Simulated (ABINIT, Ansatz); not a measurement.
## SnGeSe3 (Pm-3m): zone-centre phonons

Which modes does SnGeSe3 (Pm-3m) have at the zone centre?

Method: DFT LDA, scalar-relativistic, plane waves, HGH norm-conserving pseudopotentials, in ABINIT 10.8.3.

Most raw output is cut from this account.

The structure was built from a prototype and need not be the compound's stable phase.

## 1. Starting point

Symmetry: Pm-3m, No. 221, cubic system. Conventional cell: a = 4.909 Å, b = 4.909 Å, c = 4.909 Å, α = 90.00°, β = 90.00°, γ = 90.00°. Sn has 12 Se at 3.47 Å nearest. Nearest to Ge lie 6 Se at 2.45 Å. Nearest to Se lie 2 Ge at 2.45 Å. Farther neighbours and most contacts between anions are not listed.

## 2. Relaxation

The harmonic expansion needs vanishing forces, and a free crystal bears no stress, so cell and atoms are brought to rest. Stress is more sensitive to the basis than forces are: the last 3 Ha under the cutoff are smoothed with ecutsm.

The starting cell comes from a relaxation made beforehand in Ansatz (LDA, PseudoDojo NC).

Contents of relax.abi:

```
# relaxation
ionmov 2
optcell 2
dilatmx 1.08
ntime 40
tolmxf 1.0d-05
tolvrs 1.0d-14
prtwf 0
prtden 0
chksymtnons 0

# basis, mesh and filling
ecut 26.0
ecutsm 3.0
ixc 7
ngkpt 6 6 6
nshiftk 1
shiftk 0.0 0.0 0.0
istwfk *1
occopt 7
tsmear 0.01
nband 20
nstep 100
diemac 1000000.0
prtebands 0
prtgsr 0
useylm 1

# cell and atoms
acell 3*1.0 Angstrom
rprim 
    4.908594637 0.0 0.0
    0.0 4.908594637 0.0
    0.0 0.0 4.908594637
ntypat 3
znucl 50 32 34
natom 5
typat 1 2 3 3 3
xred 
    0.0 0.0 0.0
    0.5 0.5 0.5
    0.5 0.5 0.0
    0.5 0.0 0.5
    0.0 0.5 0.5
pp_dirpath "./pseudo"
pseudos "Sn.hgh, Ge.hgh, Se.hgh"
```

Started as:

```sh
$ OMP_NUM_THREADS=1 mpirun -n 4 abinit relax.abi > relax.log
```

Elapsed: 58 s, on 4 MPI ranks of Arm Neoverse V1, shared host; 3.9 min of CPU time.

The steps of the relaxation:

```csv
step,energy less that of the first step (eV),largest force (eV/Å),volume (Å³)
1,0.0000,0.0000,118.27
2,-0.0001,0.0000,118.19
3,-0.0003,0.0000,117.85
```

```csv
"conventional cell, symmetrised",before,after,change
a (Å),4.909,4.903,-0.1 %
b (Å),4.909,4.903,-0.1 %
c (Å),4.909,4.903,-0.1 %
volume (Å³/atom),23.65,23.57,-0.4 %
```

The relaxed structure:

```xyz
5
Lattice="4.9028 0.0000 0.0000 0.0000 4.9028 0.0000 0.0000 0.0000 4.9028" Properties=species:S:1:pos:R:3 pbc="T T T"
Sn    0.0000    0.0000    0.0000
Ge    2.4514    2.4514    2.4514
Se    2.4514    2.4514    0.0000
Se    2.4514    0.0000    2.4514
Se    0.0000    2.4514    2.4514
```

Read from the output:

| Quantity | Value |
| --- | --- |
| volume per atom | 23.57 Å³ |
| pressure | 8.59e-4 GPa |
| gap on the k-mesh | 0 eV |

The volume changes by -0.4 % from the cell with which this run began.

## 3. Self-consistent run for the response

First-order wavefunctions inherit every error of the ground state, hence the very tight tolvrs. ecutsm is kept as in the relaxation, so that the cell stays at rest. Occupations are smeared.

Contents of gs.abi:

```
# ground state
tolvrs 1.0d-16
prtden 1
prtwf 1

# basis, mesh and filling
ecut 26.0
ecutsm 3.0
ixc 7
ngkpt 6 6 6
nshiftk 1
shiftk 0.0 0.0 0.0
istwfk *1
occopt 7
tsmear 0.01
nband 20
nstep 100
diemac 1000000.0
prtebands 0
prtgsr 0
useylm 1

# cell and atoms
acell 3*1.0 Angstrom
rprim 
    4.902816906 0.0 0.0
    0.0 4.902816906 0.0
    0.0 0.0 4.902816906
ntypat 3
znucl 50 32 34
natom 5
typat 1 2 3 3 3
xred 
    0.0 0.0 0.0
    0.5 0.5 0.5
    0.5 0.5 0.0
    0.5 0.0 0.5
    0.0 0.5 0.5
pp_dirpath "./pseudo"
pseudos "Sn.hgh, Ge.hgh, Se.hgh"
```

Started as:

```sh
$ OMP_NUM_THREADS=1 mpirun -n 4 abinit gs.abi > gs.log
```

It took 23 s on 4 MPI ranks; 93 s of CPU time.

Read from the output:

```yaml
pressure: 8.50e-4 GPa
```

The cell stands at 8.5e-4 GPa, close enough for phonons.

## 4. Linear response at Γ

At q = 0 one unit cell holds all displacements. The response is solved for single atoms along the cell's directions, and symmetry skips those that follow from others. The crystal is treated as a metal, which screens a static field, so no field response is asked.

Contents of dfpt_gamma.abi:

```

# common to the responses
getwfk_filepath "gso_WFK"
kptopt 2
nqpt 1
qpt 0.0 0.0 0.0
asr 0
chneut 0

# displacements
rfphon 1
rfatpol 1 5
rfdir 1 1 1
tolvrs 1.0d-10
prtwf 0

# basis, mesh and filling
ecut 26.0
ecutsm 3.0
ixc 7
ngkpt 6 6 6
nshiftk 1
shiftk 0.0 0.0 0.0
istwfk *1
occopt 7
tsmear 0.01
nband 20
nstep 100
diemac 1000000.0
prtebands 0
prtgsr 0
useylm 1

# cell and atoms
acell 3*1.0 Angstrom
rprim 
    4.902816906 0.0 0.0
    0.0 4.902816906 0.0
    0.0 0.0 4.902816906
ntypat 3
znucl 50 32 34
natom 5
typat 1 2 3 3 3
xred 
    0.0 0.0 0.0
    0.5 0.5 0.5
    0.5 0.5 0.0
    0.5 0.0 0.5
    0.0 0.5 0.5
pp_dirpath "./pseudo"
pseudos "Sn.hgh, Ge.hgh, Se.hgh"
```

Started as:

```sh
$ OMP_NUM_THREADS=1 mpirun -n 4 abinit dfpt_gamma.abi > dfpt_gamma.log
```

It took 3.2 min on 4 MPI ranks; 13 min of CPU time.

Read from the output:

| Item | Value |
| --- | --- |
| largest acoustic frequency at the zone centre before the sum rule | -1.82 cm⁻¹ |
| highest optical zone-centre mode (no LO-TO term) | 207.4 cm⁻¹ |
| lowest optical zone-centre mode | -112.8 cm⁻¹ |

The acoustic modes at Γ come out as far as 1.8 cm⁻¹ from zero, where they should vanish, a small numerical error. The lowest optical mode is imaginary, 113i cm⁻¹, an instability at this level and on this k mesh.

## 5. Zone-centre analysis

anaddb reads the merged derivatives and imposes the acoustic sum rule.

Contents of anaddb.abi:

```
ddb_filepath "gamma_DDB"
output_file "anaddb.abo"
outdata_prefix "anaddb"
asr 1
chneut 1
enunit 2
eivec 1
nph1l 1
qph1l 0.0 0.0 0.0 1.0
```

Contents of mrgddb.in:

```
gamma_DDB
merged
2
dfpt_gammao_DDB
gso_DDB
```

Started as:

```sh
$ mrgddb < mrgddb.in > mrgddb.log
$ OMP_NUM_THREADS=1 anaddb anaddb.abi > anaddb.log
```

Elapsed: 0.5 s, on 1 thread.

No LO-TO term; unit eigenvectors of the mass-weighted matrix, from anaddb's displacements. The modes at Γ (shares of kinetic energy by element, %) (negative means imaginary):

```csv
mode,frequency (cm⁻¹),symmetry,Sn %,Ge %,Se %
1,-112.8,T1u,40,6,54
2,-112.8,T1u,40,6,54
3,-112.8,T1u,40,6,54
4,-76.0,T2u,0,0,100
5,-76.0,T2u,0,0,100
6,-76.0,T2u,0,0,100
7,-46.6,T1u,32,47,21
8,-46.6,T1u,32,47,21
9,-46.6,T1u,32,47,21
10,0.0,acoustic,28,17,55
11,0.0,acoustic,28,17,55
12,0.0,acoustic,28,17,55
13,207.4,T1u,0,30,70
14,207.4,T1u,0,30,70
15,207.4,T1u,0,30,70
```

Displacements in mode 1 (-112.8 cm⁻¹), the largest set to 1:
```
Sn1  0.00  0.00  0.99
Ge2  0.00  0.00  0.50
Se3  0.00  0.00  0.05
Se4  0.00  0.00 -1.00
Se5  0.00  0.00 -1.00
```

Displacements in mode 13 (207.4 cm⁻¹), the largest set to 1:
```
Sn1  0.00  0.00  0.03
Ge2  0.00  0.00  0.70
Se3  0.00  0.00 -1.00
Se4  0.00  0.00  0.16
Se5  0.00  0.00  0.16
```

The rule moves no optical mode by more than 0.1 cm⁻¹.

## 6. Outcome

```
space group after relaxation                                           : Pm-3m
volume per atom                                                        : 23.6 Å³
highest optical zone-centre mode (no LO-TO term)                       : 207.4 cm⁻¹
lowest optical zone-centre mode                                        : -112.8 cm⁻¹
imaginary optical modes at the zone centre (no q mesh in this session) : yes
```

In words: At the LDA level the optical modes of SnGeSe3 (Pm-3m) at the zone centre run from 113i to 207 cm⁻¹, so the structure is a saddle point, with 9 modes beyond 10i cm⁻¹ there. These are harmonic frequencies at zero temperature: anharmonic shifts and linewidths and thermal expansion are left out. The HGH files keep few electrons and have no core correction, which is cheap but rough for Ge and Sn. In a metal the frequencies hang on the k mesh and the smearing, most of all near Kohn anomalies. The structure is a hypothetical one, built on a prototype.

[Host names and launcher messages were left out of these logs when they were recorded.]

[Logs are printed without paths, hosts, clocks, repeated set-up lines and the standing remarks that a program may print on its own settings, such as how far it seeks lower states.]

[Hosts, paths, dates, database ids (printed as entryN), source tags and the programs' standing remarks are cut or masked in the printed files.]
